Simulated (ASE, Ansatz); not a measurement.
**Localised basis functions on random hcp (Re, Os, Rh, Ir, Ru) solid solution (100 atoms)**

Wanted: errors and times of a linear-scaling basis for random hcp (Re, Os, Rh, Ir, Ru) solid solution (100 atoms). A setting counts as converged where the r.m.s. difference of forces stays under 1 % of the r.m.s. force.

Calculated with Ansatz 0.2.0; Kohn-Sham DFT, PBE, PAW (set soft_2), plane waves.

The raw output is cut from this account; settings, times and results stay.

**1. The starting structure**

The cell holds 100 atoms: 20 Rh, 20 Os, 20 Ru, 20 Ir and 20 Re. Cell: a = 13.630 Å, b = 13.630 Å, c = 8.724 Å, α = 90.0°, β = 90.0°, γ = 120.0°. It derives from Re and Ru, Ir, Rh and Os. Hcp lattice (a = 2.726 Å, c = 4.362 Å, the mean of the end members), 5 x 5 x 2 cells, metal sites filled at random with 20 Re, 20 Os, 20 Rh, 20 Ir, 20 Ru; not relaxed, displaced by a Gaussian of 0.02 Å.

Before any run, some limits are plain. The host structure and its lattice constant were typed by rule, without a check against the phase diagram. Spin–orbit coupling is left out, which matters for the levels of the heavy elements.

**2. Plane-wave single point**

The first run fixes the reference, at a cutoff of 420 eV.

Input file input.yaml:

```yaml
crystal:
  lattice:
    - [13.63, 0.0, 0.0]
    - [-6.815, 11.80393, 0.0]
    - [0.0, 0.0, 8.724]
  atoms:
    - { symbol: Rh, position: [0.00225, 0.00061, 0.99938] }
    - { symbol: Os, position: [0.07097, 0.13692, 0.24886] }
    - { symbol: Ru, position: [0.00364, 0.00306, 0.49763] }
    - { symbol: Os, position: [0.06933, 0.13251, 0.75168] }
    - { symbol: Ir, position: [0.99856, 0.19799, 0.00133] }
    - { symbol: Ru, position: [0.06652, 0.33382, 0.25012] }
    - { symbol: Ru, position: [0.99978, 0.19996, 0.49808] }
    - { symbol: Ir, position: [0.06524, 0.33381, 0.74911] }
    - { symbol: Re, position: [0.99768, 0.39766, 0.99864] }
    - { symbol: Re, position: [0.06501, 0.53183, 0.24825] }
    - { symbol: Os, position: [0.99763, 0.39649, 0.49921] }
    - { symbol: Os, position: [0.06658, 0.53493, 0.75154] }
    - { symbol: Rh, position: [0.00037, 0.59878, 0.99499] }
    - { symbol: Re, position: [0.06615, 0.73013, 0.25042] }
    - { symbol: Ru, position: [0.99871, 0.59981, 0.50361] }
    - { symbol: Rh, position: [0.06805, 0.73651, 0.75379] }
    - { symbol: Ir, position: [0.00117, 0.80037, 0.00166] }
    - { symbol: Re, position: [0.06674, 0.93241, 0.248] }
    - { symbol: Ru, position: [0.99955, 0.79806, 0.49978] }
    - { symbol: Re, position: [0.06402, 0.93137, 0.74853] }
    - { symbol: Rh, position: [0.19889, 0.99929, 0.00012] }
    - { symbol: Rh, position: [0.26525, 0.13111, 0.24376] }
    - { symbol: Os, position: [0.1992, 0.99778, 0.49747] }
    - { symbol: Os, position: [0.26759, 0.1325, 0.75292] }
    - { symbol: Ir, position: [0.20084, 0.19829, 0.00375] }
    - { symbol: Ir, position: [0.26337, 0.33182, 0.24719] }
    - { symbol: Ru, position: [0.20166, 0.19986, 0.50286] }
    - { symbol: Rh, position: [0.26654, 0.33284, 0.7476] }
    - { symbol: Rh, position: [0.19945, 0.40013, 0.99837] }
    - { symbol: Os, position: [0.26643, 0.53103, 0.25358] }
    - { symbol: Os, position: [0.19846, 0.39884, 0.49924] }
    - { symbol: Re, position: [0.26514, 0.53476, 0.74915] }
    - { symbol: Re, position: [0.20033, 0.59934, 0.00217] }
    - { symbol: Rh, position: [0.26663, 0.7341, 0.24895] }
    - { symbol: Rh, position: [0.19887, 0.60012, 0.49708] }
    - { symbol: Os, position: [0.26405, 0.73247, 0.74952] }
    - { symbol: Os, position: [0.20156, 0.80264, 0.00203] }
    - { symbol: Ir, position: [0.26692, 0.9357, 0.24607] }
    - { symbol: Rh, position: [0.20188, 0.80418, 0.50079] }
    - { symbol: Re, position: [0.2669, 0.93248, 0.74619] }
    - { symbol: Os, position: [0.40093, 0.00308, 0.99947] }
    - { symbol: Ru, position: [0.4642, 0.13155, 0.24681] }
    - { symbol: Ir, position: [0.4017, 0.0002, 0.49934] }
    - { symbol: Ru, position: [0.46529, 0.13259, 0.7487] }
    - { symbol: Ir, position: [0.39868, 0.20144, 0.00072] }
    - { symbol: Os, position: [0.4697, 0.33593, 0.24574] }
    - { symbol: Rh, position: [0.4005, 0.20093, 0.49888] }
    - { symbol: Os, position: [0.46727, 0.33451, 0.75127] }
    - { symbol: Ru, position: [0.39919, 0.39882, 0.99657] }
    - { symbol: Re, position: [0.46692, 0.53652, 0.25336] }
    - { symbol: Os, position: [0.40245, 0.4017, 0.50183] }
    - { symbol: Ir, position: [0.46631, 0.53181, 0.75055] }
    - { symbol: Rh, position: [0.39908, 0.60098, 0.99685] }
    - { symbol: Os, position: [0.4676, 0.73644, 0.24895] }
    - { symbol: Re, position: [0.40267, 0.59939, 0.50205] }
    - { symbol: Ru, position: [0.46738, 0.73458, 0.74874] }
    - { symbol: Ru, position: [0.39937, 0.80181, 0.00209] }
    - { symbol: Ir, position: [0.46514, 0.93166, 0.25442] }
    - { symbol: Ru, position: [0.40205, 0.80095, 0.49828] }
    - { symbol: Re, position: [0.46233, 0.93089, 0.74855] }
    - { symbol: Ir, position: [0.60017, 0.99807, 0.99978] }
    - { symbol: Ir, position: [0.66498, 0.1333, 0.24676] }
    - { symbol: Re, position: [0.59994, 2.0e-05, 0.4974] }
    - { symbol: Re, position: [0.66806, 0.13228, 0.75255] }
    - { symbol: Ru, position: [0.59752, 0.19718, 0.0031] }
    - { symbol: Rh, position: [0.66787, 0.33584, 0.24879] }
    - { symbol: Os, position: [0.59694, 0.19843, 0.49885] }
    - { symbol: Ru, position: [0.6654, 0.332, 0.74953] }
    - { symbol: Re, position: [0.59609, 0.39901, 0.99761] }
    - { symbol: Ru, position: [0.66751, 0.5348, 0.2478] }
    - { symbol: Re, position: [0.59925, 0.40089, 0.49984] }
    - { symbol: Ru, position: [0.66823, 0.53503, 0.75142] }
    - { symbol: Re, position: [0.6, 0.59938, 0.99491] }
    - { symbol: Ir, position: [0.66492, 0.73165, 0.24934] }
    - { symbol: Ru, position: [0.60155, 0.60069, 0.50401] }
    - { symbol: Ir, position: [0.66666, 0.73197, 0.74957] }
    - { symbol: Rh, position: [0.59978, 0.80431, 0.00215] }
    - { symbol: Rh, position: [0.66543, 0.93085, 0.25385] }
    [... 16 atom lines left out ...]
    - { symbol: Rh, position: [0.79945, 0.60024, 0.50216] }
    - { symbol: Rh, position: [0.86895, 0.7334, 0.7573] }
    - { symbol: Ir, position: [0.80046, 0.80085, 0.00214] }
    - { symbol: Re, position: [0.86976, 0.93477, 0.24858] }
    - { symbol: Ir, position: [0.79752, 0.80017, 0.49517] }
    - { symbol: Ir, position: [0.8664, 0.93145, 0.74689] }
kpoints:
  mp_grid: { grid: [2, 2, 2] }
hamiltonian:
  xc: pbe
scf:
  occupations: { method: fermi_dirac, width: 0.1 }
output:
  forces: true
  stress: true
  populations: true
  dos:
    method: { smearing: { sigma: 0.1 } }
    de: 0.1
    projected: { site_lists: { Ir: [Ir], Os: [Os], Re: [Re], Rh: [Rh], Ru: [Ru] } }
  eigenvalues: true
  write_density: true
  write_potential: true
  volumetric_format: npy
  elf: true
```

Started as:

```console
$ ansatz run input.yaml --threads 32 --pin off --max-ram 143360MiB --backend cuda --events-out ev --progress --plain --runs-dir out
```

Run time: 6 s. Hardware: 1 × NVIDIA GB200 with 32 threads of Arm Neoverse V2, shared host; peak memory 5.5 GiB.

That memory is the host's; the program planned up to 52.1 GiB on the GPU. Forces of this run were stored rounded, and per-atom blocks of the log weren't kept.

Read from the output:

```
free energy                             : -929397.4805 eV
free energy per atom                    : -9293.9748 eV/atom
SCF cycles                              : 9
pressure                                : 5.925 GPa
r.m.s. force component                  : 0.4777 eV/Å
longest force                           : 1.686 eV/Å
Fermi energy                            : 24.5 eV
levels partly filled by over 2 per cent : 258
spilling of the projection              : 0.009276
```

The r.m.s. force component of 0.48 eV/Å sets the scale for the differences below.

**3. Support functions low**

With localised support functions most steps grow linearly with size, though the diagonalisation grows faster unless the density matrix is cut; this run measures error and cost at this size. The level low gives here a grid of 60×60×48 points and a radius of 3.71 Å.

This step: Kohn-Sham DFT, PBE, PAW (set soft_2), localised support functions (low) (Ansatz 0.2.0).

input.yaml, the sections that differ from step 2:

```yaml
scf:
  occupations: { method: fermi_dirac, width: 0.1 }
  eigensolver: { kind: { support_functions: { accuracy: low } } }
  max_iter: 150
output:
  forces: true
  eigenvalues: true
# crystal, kpoints, hamiltonian: as in step 2
```

Wall time 18 s (1 × NVIDIA GB200 with 32 threads); peak memory 1.8 GiB.

That memory is the host's; the program planned up to 5.9 GiB on the GPU.

The program notes that the band table was not solved further than the SCF left it and it switched symmetry off.

Keys that differ from the reference: support_functions.accuracy = "low" and scf.max_iter = 150.

Forces differ from the reference by 1.5 meV/Å r.m.s., 0.32 % of their size, within a tolerance of 1 %; the energy by -3.0 meV/atom. It took roughly 3.0 times the reference's time (one timing each, with unlike analyses asked), in 15 cycles against 9.

**4. Support functions medium**

The level medium is asked for. Here it resolves to the same grid and radius as in the run with support functions low, so the basis is not new.

This step: Kohn-Sham DFT, PBE, PAW (set soft_2), localised support functions (medium) (Ansatz 0.2.0).

input.yaml, the sections that differ from step 3:

```yaml
scf:
  occupations: { method: fermi_dirac, width: 0.1 }
  eigensolver: { kind: { support_functions: { accuracy: medium } } }
  max_iter: 150
# crystal, kpoints, hamiltonian, output: as in step 3
```

Elapsed: 21 s, on 1 × NVIDIA GB200 with 32 threads; peak memory 1.7 GiB.

That memory is the host's; the program planned up to 5.9 GiB on the GPU.

Keys that differ from the reference: support_functions.accuracy = "medium" and scf.max_iter = 150.

Forces differ from the reference by 1.5 meV/Å r.m.s., 0.32 % of their size, within a tolerance of 1 %; the energy by -3.0 meV/atom. It took roughly 3.5 times the reference's time (one timing each, with unlike analyses asked), in 15 cycles against 9.

**5. Support functions high**

With localised support functions most steps grow linearly with size, though the diagonalisation grows faster unless the density matrix is cut; this run measures error and cost at this size. The level high gives here a grid of 90×90×54 points and a radius of 4.45 Å.

This step: Kohn-Sham DFT, PBE, PAW (set soft_2), localised support functions (high) (Ansatz 0.2.0).

input.yaml, the sections that differ from step 4:

```yaml
scf:
  occupations: { method: fermi_dirac, width: 0.1 }
  eigensolver: { kind: { support_functions: { accuracy: high } } }
  max_iter: 150
# crystal, kpoints, hamiltonian, output: as in step 4
```

Elapsed: 41 s, on 1 × NVIDIA GB200 with 32 threads; peak memory 2 GiB; 72 s of CPU time.

That memory is the host's; the program planned up to 12.3 GiB on the GPU.

The program notes that the correction for the support functions is uncertain and the support functions were not fully converged.

Keys that differ from the reference: support_functions.accuracy = "high" and scf.max_iter = 150.

Forces differ from the reference by 0.65 meV/Å r.m.s., 0.14 % of their size, well within a tolerance of 1 %; the energy by -3.1 meV/atom. It took roughly 6.8 times the reference's time (one timing each, with unlike analyses asked), in 32 cycles against 9.

**6. Support functions medium, radius 2.97 Å**

The radius confines each support function; a larger one gives more freedom and more work per atom.

This step: Kohn-Sham DFT, PBE, PAW (set soft_2), localised support functions (medium) (Ansatz 0.2.0).

input.yaml, the sections that differ from step 5:

```yaml
scf:
  occupations: { method: fermi_dirac, width: 0.1 }
  eigensolver: { kind: { support_functions: { accuracy: medium, radius: 2.97 } } }
  max_iter: 150
# crystal, kpoints, hamiltonian, output: as in step 5
```

It took 1.8 s on 1 × NVIDIA GB200 with 32 threads; peak memory 1.1 GiB.

That memory is the host's; the program planned up to 0.5 GiB on the GPU.

The program refuses radii under 3.53 Å for these atoms at this level.

**7. Support functions medium, radius 3.27 Å**

input.yaml, the sections that differ from step 6:

```yaml
scf:
  occupations: { method: fermi_dirac, width: 0.1 }
  eigensolver: { kind: { support_functions: { accuracy: medium, radius: 3.27 } } }
  max_iter: 150
# crystal, kpoints, hamiltonian, output: as in step 6
```

The job ended after 1.8 s (1 × NVIDIA GB200 with 32 threads; peak memory 1.1 GiB).

That memory is the host's; the program planned up to 0.5 GiB on the GPU.

The program refuses radii under 3.53 Å for these atoms at this level.

**8. Support functions medium, radius 3.49 Å**

input.yaml, the sections that differ from step 7:

```yaml
scf:
  occupations: { method: fermi_dirac, width: 0.1 }
  eigensolver: { kind: { support_functions: { accuracy: medium, radius: 3.49 } } }
  max_iter: 150
# crystal, kpoints, hamiltonian, output: as in step 7
```

Elapsed: 1.8 s, on 1 × NVIDIA GB200 with 32 threads; peak memory 1 GiB.

That memory is the host's; the program planned up to 0.5 GiB on the GPU.

The program refuses radii under 3.53 Å for these atoms at this level.

**9. Support functions medium, radius 4.09 Å**

input.yaml, the sections that differ from step 8:

```yaml
scf:
  occupations: { method: fermi_dirac, width: 0.1 }
  eigensolver: { kind: { support_functions: { accuracy: medium, radius: 4.09 } } }
  max_iter: 150
# crystal, kpoints, hamiltonian, output: as in step 8
```

Elapsed: 19 s, on 1 × NVIDIA GB200 with 32 threads; peak memory 1.7 GiB; 45 s of CPU time.

That memory is the host's; the program planned up to 6.9 GiB on the GPU.

Keys that differ from the reference: support_functions.accuracy = "medium", support_functions.radius = 4.09 and scf.max_iter = 150.

Forces differ from the reference by 1.6 meV/Å r.m.s., 0.35 % of their size, within a tolerance of 1 %; the energy by -3.1 meV/atom. It took roughly 3.2 times the reference's time (one timing each, with unlike analyses asked), in 11 cycles against 9.

**10. Support functions medium, radius 4.46 Å**

input.yaml, the sections that differ from step 9:

```yaml
scf:
  occupations: { method: fermi_dirac, width: 0.1 }
  eigensolver: { kind: { support_functions: { accuracy: medium, radius: 4.46 } } }
  max_iter: 150
# crystal, kpoints, hamiltonian, output: as in step 9
```

Run time: 20 s. Hardware: 1 × NVIDIA GB200 with 32 threads; peak memory 1.9 GiB; 46 s of CPU time.

That memory is the host's; the program planned up to 8.9 GiB on the GPU.

Keys that differ from the reference: support_functions.accuracy = "medium", support_functions.radius = 4.46 and scf.max_iter = 150.

Forces differ from the reference by 1.1 meV/Å r.m.s., 0.23 % of their size, well within a tolerance of 1 %; the energy by -3.1 meV/atom. It took roughly 3.3 times the reference's time (one timing each, with unlike analyses asked), in 11 cycles against 9.

**11. Support functions medium, radius 5.02 Å**

input.yaml, the sections that differ from step 10:

```yaml
scf:
  occupations: { method: fermi_dirac, width: 0.1 }
  eigensolver: { kind: { support_functions: { accuracy: medium, radius: 5.02 } } }
  max_iter: 150
# crystal, kpoints, hamiltonian, output: as in step 10
```

Wall time 21 s (1 × NVIDIA GB200 with 32 threads); peak memory 1.9 GiB; 48 s of CPU time.

That memory is the host's; the program planned up to 11.3 GiB on the GPU.

Keys that differ from the reference: support_functions.accuracy = "medium", support_functions.radius = 5.02 and scf.max_iter = 150.

Forces differ from the reference by 0.78 meV/Å r.m.s., 0.16 % of their size, well within a tolerance of 1 %; the energy by -3.1 meV/atom. It took roughly 3.5 times the reference's time (one timing each, with unlike analyses asked), in 11 cycles against 9.

**12. What each setting buys**

Differences are against the plane-wave reference (Kohn-Sham DFT, PBE, PAW (set soft_2), plane waves), whose r.m.s. force component is 0.478 eV/Å. Energies are set beside the reference only for runs with its functional, potentials and electron count. Times are for 1 × NVIDIA GB200 with 32 threads of Arm Neoverse V2, shared host. The reference's time includes the DOS, ELF, the stress and grids, which some other runs skip.

```csv
run,"Δ force, r.m.s. (meV/Å)",share of r.m.s. force (%),Δ energy (meV/atom),cycles,time,host memory (GiB),planned on the GPU (GiB)
reference,-,-,-,9,6 s,5.5,52
support functions low,1.52,0.319,-3.03,15,18 s,1.8,5.9
support functions medium,1.52,0.319,-3.03,15,21 s,1.7,5.9
support functions high ¶,0.649,0.136,-3.09,32,41 s,2.0,12
"support functions medium, radius 4.09 Å",1.65,0.345,-3.07,11,19 s,1.7,6.9
"support functions medium, radius 4.46 Å",1.08,0.227,-3.10,11,20 s,1.9,8.9
"support functions medium, radius 5.02 Å",0.78,0.163,-3.11,11,21 s,1.9,11
```

¶ The program warns that the support functions of this run were not fully converged.

**13. What the reference run shows**

With the settings judged, the reference run is read for its physics.

Length of the force by element and coordination:

```
element  coordination  atoms  mean length of the force (eV/Å)  spread  least  most
     Ir           all     20                            0.858   0.330  0.218  1.69
     Os           all     20                            0.786   0.326  0.386  1.63
     Re           all     20                            0.739   0.307  0.257  1.31
     Rh           all     20                            0.715   0.330  0.212  1.42
     Ru           all     20                            0.722   0.267  0.291  1.16
```

(Part 1 of 2 ends here.)

[Long decimals in the printed logs are rounded to 6 places.]

[Logs are printed without paths, hosts, clocks, repeated set-up lines and the standing remarks that a program may print on its own settings, such as how far it seeks lower states.]

[Hosts, paths, dates, database ids (printed as entryN), source tags and the programs' standing remarks are cut or masked in the printed files.]
